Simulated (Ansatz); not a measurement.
# CoSi: which shell does photoemission see at 21.2 and 5414.7 eV? (PBEsol)

The valence band of CoSi mixes several shells. Work out by hand which one leads the spectrum's area at each photon energy.

Filled states come from the projected DOS of Ansatz 0.2.0 (PBEsol, plane waves); cross sections σ and asymmetry parameters β are those of free atoms in a Dirac–Hartree–Slater calculation. A shell's area is states × σ × angular factor, which is 1 − β·P₂(cos θ)/2 for unpolarised light, with θ = 90° from the beam and P₂ = -0.500.

**At 21.2 eV** (states counted from 11.2 eV below the zero; other shells add 0.16 to the products' sum of 24.5):

```
shell  filled states a cell  cross section (Mb an electron)      β  angular factor  product  share by hand (%)  share in the simulated spectrum (%)
Co 4s                  1.59                          0.0427   1.98            1.50    0.102                  0                                    0
Co 3d                 32.58                           0.697  -0.20            0.95     21.6                 88                                   88
Si 3s                  4.15                           0.129   2.00            1.50    0.802                  3                                    3
Si 3p                 10.70                           0.148   0.75            1.19     1.88                  8                                    8
```

**At 5414.7 eV** (states counted from 15.2 eV below the zero; other shells add 3.4e-06 to the products' sum of 0.000364):

| shell | filled states a cell | cross section (Mb an electron) | β | angular factor | product | share by hand (%) | share in the simulated spectrum (%) |
| --- | --- | --- | --- | --- | --- | --- | --- |
| Co 4s | 2.14 | 2.19e-05 | 2.00 | 1.50 | 7.03e-05 | 19 | 19 |
| Co 3d | 32.61 | 3.28e-06 | 0.46 | 1.11 | 0.000119 | 33 | 33 |
| Si 3s | 4.99 | 2.11e-05 | 2.00 | 1.50 | 0.000158 | 43 | 43 |
| Si 3p | 11.05 | 1.06e-06 | 0.44 | 1.11 | 1.3e-05 | 4 | 4 |

Co 3d leads at 21.2 eV and Si 3s at 5414.7 eV. Between the two energies σ of Co 3d changes by a factor 4.7e-6 and that of Si 3s by 1.6e-4, so their ratio moves 35-fold in favour of the second. The simulated spectrum uses the same rule on the energy-resolved DOS, so the two share columns agree within a few points.

The angular factor decides the lead at one of the energies. Only crystals where the two columns agree within 4 points and the lead is clear are worked in this form. Free-atom cross sections ignore the solid's final states, no escape depth or background enters, and the count of states a shell hangs on the projection.

[Logs are printed without paths, hosts, clocks, repeated set-up lines and the standing remarks that a program may print on its own settings, such as how far it seeks lower states.]
